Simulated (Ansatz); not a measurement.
# RbGeH3 (model cell, started as cubic perovskite with Ge in the octahedra): following an unstable mode, part 3 of 3

Aim: this structure of RbGeH3 (model cell, started as cubic perovskite with Ge in the octahedra) is to be tested for unstable modes, and one is followed downhill.

Ansatz 0.2.0; DFT PBEsol, scalar-relativistic, plane waves, PAW; PAW set soft_1.

So far. Step 5 (Energy along the mode, all amplitudes (two of the runs …): The lowest of the steps tried is at 0.45 Å, 118 meV/atom below the parent; the bottom of the well need not coincide with a step. Step 7 (The new phase in its own primitive cell): The largest force component left is 0.89 meV/Å and the pressure is 0.001 GPa, within the tolerances set. The cell now holds 17.00 Å³/atom. The relaxed cell has a = 6.326, c = 7.358 Å (conventional setting).

The structure was built from a prototype and need not be the compound's stable phase.

In doubt: the program warns that the response may not be converged on this k-mesh, which bears on the force constants and all frequencies.

## 8. Modes of the new phase, k-mesh 6×6×6, occupations fixed

A relaxed structure may still be a saddle point, so its zone-centre modes are computed. The response to a homogeneous field gives the Born charges and the dielectric tensor.

Input file input.yaml:

```yaml
crystal:
  lattice:
    - [3.1631433798, 1.8262416818, 2.4526125673]
    - [-3.1631433798, 1.8262416818, 2.4526125673]
    - [0.0, -3.6524833636, 2.4526125673]
  atoms:
    - { symbol: Rb, position: [0.0165137455, 0.0165137455, 0.0165137455] }
    - { symbol: Ge, position: [0.500508797, 0.500508797, 0.500508797] }
    - { symbol: H, position: [0.5029196824, 0.8703159572, 0.5029196824] }
    - { symbol: H, position: [0.8703159572, 0.5029196824, 0.5029196824] }
    - { symbol: H, position: [0.5029196824, 0.5029196824, 0.8703159572] }
kpoints:
  mp_grid: { grid: [6, 6, 6] }
hamiltonian:
  xc: pbesol
  pseudopotentials: { kind: paw, azcp: { folder: soft_1 }, xc_functional: pbe }
scf:
  occupations: { method: fixed }
output:
  eigenvalues: true
phonons:
  method: dfpt
  dielectric: true
  rigid_motions: translations
```

Launch:

```bash
> ansatz run input.yaml --threads 8 --pin off --max-ram 16384MiB --backend cpu --events-out ev --progress --plain --runs-dir out
```

Numbers of over 12 decimals in the logs are rounded to 6 here.

The log of the run:

```text
[...]
Crystal: 5 atoms, lattice volume = 85.008 Å³
Basis set: ecut = 420 eV, 1665 PW (Γ), exchange–correlation on 60×60×60 points (8 copies of the dense FFT grid, shifted against one another)
Bands: 18, of which v1, the nominal top of the filled ones, is band 13 counted from 1 (12 counted from 0)
Symmetry: 6 space group operations
k-points: 112 of 216 (irreducible under 1 space group operation, time reversal used)
[...]
SCF iter   1: F=—  HF=-7518.710657 eV  |F-HF|=—  |Δ(HF+E_count)|=         —  Δρ=5.27e-2  dr2=2.06e0  ethr=3.10e-3  ⟨swp⟩=4.5  Hψ=9757  notcnv=0  defer=322
[...]
SCF iter  10: F=-7517.999533 eV  HF=-7517.999533 eV  |F-HF|=7.28e-12  |Δ(HF+E_count)|=  7.64e-11  Δρ=9.24e-8  dr2=7.62e-12  ethr=1.00e-12  ⟨swp⟩=13.6  Hψ=14521  notcnv=0
SCF 1 converged in 10 iterations: F = -7517.999533 eV  dr2 = 7.62e-12
[...]
NSCF: frozen V_eff on 2 k-points
DFPT response loops at Γ: preconditioner auto → none (the input reference at scf.mixing.eps_inf says where Resta's filter doesn't serve); β = 0.50; Broyden in place of MSR1
── the response to a field inside a basis, on 10×10×10 k-points: an SCF that follows is theirs, and a resumed run solves both again ──
Bands: 14, of which v1, the nominal top of the filled ones, is band 13 counted from 1 (12 counted from 0)
k-points: 110 of 1000 (time reversal used)
[...]
Eigensolver: Dense (110 Hₖ)
SCF iter   1: F=—  HF=-7518.001092 eV  |F-HF|=—  |Δ(HF+E_count)|=         —  Δρ=1.44e-4  dr2=1.06e-5  ethr=1.00e-1
[...]
SCF iter   4: F=-7518.001096 eV  HF=-7518.001095 eV  |F-HF|=1.71e-8  |Δ(HF+E_count)|=   6.02e-8  Δρ=4.92e-6  dr2=1.64e-8  ethr=1.05e-9
SCF 1 converged in 4 iterations: F = -7518.001096 eV  dr2 = 1.64e-8
[...]
WARN: field response: ε∞ stands inside a basis, on 10×10×10 points; the force constants stand on the 6×6×6 k-mesh, whose period is 10.89 times the interband length at k = (0.0000, 0.0000, 0.0000), direct gap 1.740 eV, under 14: take them and everything formed from them as unconverged, and compare with a denser kpoints.mp_grid
SCF converged after 10 iterations
Free energy (F): -7517.999533 eV
[...]
Internal energy: -7517.999533 eV  (E = F + TS)
E sigma→0 (E₀):  -7517.999533 eV
Fermi energy:    4.234359 eV
[...]
--- Band table (eV; the first three rows and the last of 112) ---
  k-point 0: bands = [... 9 lower, -5.5176, 1.4828, 1.4828, 4.2344, 5.9741, 5.9741, 6.4876, 10.5851, ... 1 higher]
  k-point 1: bands = [... 9 lower, -5.3351, 0.9963, 1.5035, 3.9190, 6.0852, 6.1528, 7.7054, 9.9823, ... 1 higher]
  k-point 2: bands = [... 9 lower, -4.9747, 0.1041, 1.5449, 3.7060, 6.3813, 6.7572, 8.9401, 9.4066, ... 1 higher]
  k-point 111: bands = [... 9 lower, -4.3091, -0.1979, -0.1979, 1.4303, 8.5711, 8.5711, 9.0042, 11.3937, ... 1 higher]
--- Phonons (Γ-DFPT): 6 representative perturbations + reference, on 112 of 216 k-points (Σ response iterations 21) ---
  k mesh reduced under 1 symmetry operation, with k and −k counted as one. Each operation leaves every solved perturbation unchanged. A smaller set is not considered because the run solves the response to a homogeneous field
  ASR residual: 1.033e-4 → 0.000e0 eV/Å²; symmetrization residual: 5.490e-6 eV/Å²
  ASR residual per site (eV/Å²): 1.03e-4 3.27e-6 9.79e-6 9.79e-6 9.79e-6
[...]
ε∞ (high-frequency dielectric tensor):
        4.916161     0.000000     0.000000
        0.000000     4.916161     0.000000
        0.000000     0.000000     4.976802
  ε⁰ (static dielectric tensor: ions relaxed, cell fixed):
       16.673130     0.000000    -0.000000
        0.000000    16.673130     0.000000
       -0.000000     0.000000     7.994874
  ε⁰ − ε∞ (ionic part):
       11.756969     0.000000    -0.000000
        0.000000    11.756969     0.000000
       -0.000000     0.000000     3.018072
  softest optical mode at Γ: 48.21 cm⁻¹; the repairs (sum rule, projections) moved no ω² at Γ by more than (5.02 cm⁻¹)²
  Born effective charges Z* (e; rows j = field, columns β = displacement):
    site 0:
         1.32116   -0.00000   -0.00000
        -0.00000    1.32116    0.00000
        -0.00000    0.00000    1.16744
    site 1:
         0.21173    0.00000    0.00000
         0.00000    0.21173   -0.00000
        -0.00000   -0.00000    0.82546
    site 2:
        -0.60578    0.16422    0.55164
         0.16422   -0.41615   -0.31849
         0.25898   -0.14952   -0.66430
    site 3:
        -0.60578   -0.16422   -0.55164
        -0.16422   -0.41615   -0.31849
        -0.25898   -0.14952   -0.66430
    site 4:
        -0.32134   -0.00000    0.00000
        -0.00000   -0.70059    0.63698
         0.00000    0.29904   -0.66430
  Z* charge neutrality: 4.039e-3 e pre-enforcement
  solved inside a basis spanned on kpoints, on 10×10×10 k-points, its susceptibility summed on 12×12×12: ε∞ is read to err by 2.3e-2, Z* by 1.6e-2 e (field_mesh: kpoints solves on kpoints); Z* is corrected for what the basis lacks
  optical modes at Γ without the LO–TO term, one row a degenerate level:
      ω (cm⁻¹)  modes    IR ((D/Å)²/amu)
         48.21      2             2.0942
         91.46      1             0.7515
        277.34      1             0.0000
        311.73      2             0.0170
        771.45      1            12.6859
        851.52      2             9.6277
       1601.48      2            57.8829
       1606.21      1            23.5879
  optical modes at Γ + LO–TO along q̂ = [1.0000, 0.0000, 0.0000]:
      ω (cm⁻¹)  modes    IR ((D/Å)²/amu)
         48.21      1             1.0471
         84.94      1             0.8771
         91.46      1             0.7515
        277.34      1             0.0000
        311.73      1             0.0085
        311.79      1             0.0078
        771.45      1            12.6859
        851.52      1             4.8138
[...]
optical modes at Γ + LO–TO along q̂ = [0.0000, 1.0000, 0.0000]:
      ω (cm⁻¹)  modes    IR ((D/Å)²/amu)
[...]
864.85      1             4.1680
       1601.48      1            28.9414
       1606.21      1            23.5879
       1647.61      1            29.7580
  optical modes at Γ + LO–TO along q̂ = [0.0000, 0.0000, 1.0000]:
      ω (cm⁻¹)  modes    IR ((D/Å)²/amu)
         48.21      2             2.0942
        107.90      1             0.5621
        277.34      1             0.0000
        311.73      2             0.0170
        809.76      1            11.3504
        851.52      2             9.6277
       1601.48      2            57.8829
       1644.00      1            25.1127
```

Run time: 27 s. Hardware: 8 threads of Arm Neoverse V2, shared host; peak memory 0.92 GiB; 3.2 min of CPU time.

Numbers from this step:

```yaml
sum_rule_residual_before_enforcement: 1.03e-4 eV/Å²
miss_of_the_charge_sum_rule: 0.004039 e
estimated_error_of_the_dielectric_tensor: 0.02295
estimated_error_of_the_born_charges: 0.01586 e
point_group: 3m
highest_optical_mode_at_the_zone_centre_no_lo_to_term: 1606 cm⁻¹
lowest_optical_zone_centre_mode: 48.21 cm⁻¹
mean_high_frequency_dielectric_constant: 4.936
largest_born_charge_third_of_the_trace: 1.270 e
mean_static_dielectric_constant: 13.78
top_of_the_zone_centre_spectrum_with_the_field: 1648 cm⁻¹
```

Patterns of degenerate modes are one choice out of their space. Modes at Γ, with each element's share of the kinetic energy:

```
mode  frequency (cm⁻¹)  symmetry  Rb %  Ge %  H %
   1               0.0  acoustic    53    45    2
   2               0.0  acoustic    53    45    2
   3               0.0  acoustic    53    45    2
   4              48.2         E    47    52    1
   5              48.2         E    47    52    1
   6              91.5        A1    47    51    2
   7             277.3        A2     0     0  100
   8             311.7         E     0     1   99
   9             311.7         E     0     1   99
  10             771.5        A1     0     3   97
  11             851.5         E     0     1   99
  12             851.5         E     0     1   99
  13            1601.5         E     0     1   99
  14            1601.5         E     0     1   99
  15            1606.2        A1     0     1   99
```

Displacements in mode 4 (48.2 cm⁻¹), the largest set to 1:
```
Rb1 -0.88  0.02  0.00
Ge2  1.00 -0.03  0.00
H3   0.75 -0.01 -0.39
H4   0.75 -0.02  0.38
H5   0.76 -0.02  0.01
```

Displacements in mode 13 (1601.5 cm⁻¹), the largest set to 1:
```
Rb1  0.00  0.00  0.00
Ge2 -0.03  0.00  0.00
H3   1.00 -0.60 -0.73
H4   1.00  0.60  0.73
H5  -0.04  0.00  0.00
```

Optical modes at the zone centre, without and with the macroscopic field of the longitudinal modes; each column is sorted by frequency, so a row need not hold one and the same mode. Modes with and without the field, by row:

```
rank among optical modes  no field (cm⁻¹)  q along (1, 0, 0) (cm⁻¹)  q along (0, 0, 1) (cm⁻¹)
                       1             48.2                      48.2                      48.2
                       2             48.2                      84.9                      48.2
                       3             91.5                      91.5                     107.9
                       4            277.3                     277.3                     277.3
                       5            311.7                     311.7                     311.7
                       6            311.7                     311.8                     311.7
                       7            771.5                     771.5                     809.8
                       8            851.5                     851.5                     851.5
                       9            851.5                     864.9                     851.5
                      10             1602                      1602                      1602
                      11             1602                      1606                      1602
                      12             1606                      1648                      1644
```

Born charge (rows field, columns displacement) (e), principal values of the symmetric part by kind of site:

| atom | atoms with these values | low | middle | high | mean |
| --- | --- | --- | --- | --- | --- |
| Rb1 | 1 | 1.17 | 1.32 | 1.32 | 1.27 |
| Ge2 | 1 | 0.21 | 0.21 | 0.83 | 0.42 |
| H3 | 3 | -1.15 | -0.32 | -0.21 | -0.56 |

In full for Rb1:

```
1.32 0.00 0.00
0.00 1.32 0.00
0.00 0.00 1.17
```

High-frequency dielectric tensor:

```
4.92 0.00 0.00
0.00 4.92 0.00
0.00 0.00 4.98
```

Static dielectric tensor (ions relaxed, fixed cell):

```
16.67  0.00  0.00
 0.00 16.67  0.00
 0.00  0.00  7.99
```

Transverse modes. Infrared lines, with heights relative to the strongest:

```
position (cm⁻¹)  label  relative intensity
             48      E                 3.6
             92     A1                 1.3
            277     A2                 0.0
            312      E                 0.0
            772     A1                  22
            852      E                  17
           1602      E                 100
           1606     A1                  41
```

Before it was imposed, the acoustic sum rule was missed by 1.0e-4 eV/Å² and the charge sum rule by 0.0040 e. Small misses are needed for a sound result but don't prove that mesh and cutoff are converged. The lowest optical mode is real, 48.2 cm⁻¹.

The log warns of the k mesh: “the force constants stand on the 6×6×6 k-mesh, whose period is 10.89 times the interband length at k = (0.0000, 0.0000, 0.0000), direct gap 1.740 eV, under 14: take them and everything formed from them as unconverged”.

## 9. Results

```json
{
  "unstable mode of the parent": "q = (0, 0, 0), 1576i cm⁻¹",
  "depth at the lowest point sampled": "118 meV/atom",
  "largest atomic shift at that point": "0.45 Å",
  "space group reached (within 0.01 Å)": "R3m",
  "energy gained over the parent (first relaxation, on the mesh of the frozen mode)": "178 meV/atom",
  "volume per atom, phase reached": "17.0 Å³",
  "gap on the k-mesh, phase reached": "1.74 eV",
  "lowest optical zone-centre mode, phase reached": "48.2 cm⁻¹",
  "highest optical mode at the zone centre (no LO-TO term), phase reached": "1606 cm⁻¹"
}
```

In words: Along this mode the structure falls into R3m, 178 meV/atom below the parent. At the parent's cell the well is 118.4 meV/atom deep on the steps tried, with its lowest point at a shift of 0.45 Å. Relaxing atoms and cell changes the gain by +59.47 meV/atom against the lowest step (energies at zero smearing). The new phase has no imaginary mode at the zone centre of its cell; other wavevectors were not checked. Of the 4 patterns followed to their end from this parent, this one reaches the lowest energy. Each path keeps the symmetry of its pattern, so a lower phase may lie along a pattern not tried. With the field response the log warns that the k mesh is coarse for the force constants too, so the frequencies may not be converged. With no gap, or one that is small against the smearing, the frequencies hang on the k mesh and the smearing, most of all near Kohn anomalies. The PAW files were made for PBE and serve the other functionals too. A phonon run warned that its eigensolver left some bands unconverged in a pass. The starting cell was built on a prototype and not taken from a measurement, so the phase need not exist.

[Logs are printed without paths, hosts, clocks, repeated set-up lines and the standing remarks that a program may print on its own settings, such as how far it seeks lower states.]

[Hosts, paths, dates, database ids (printed as entryN), source tags and the programs' standing remarks are cut or masked in the printed files.]
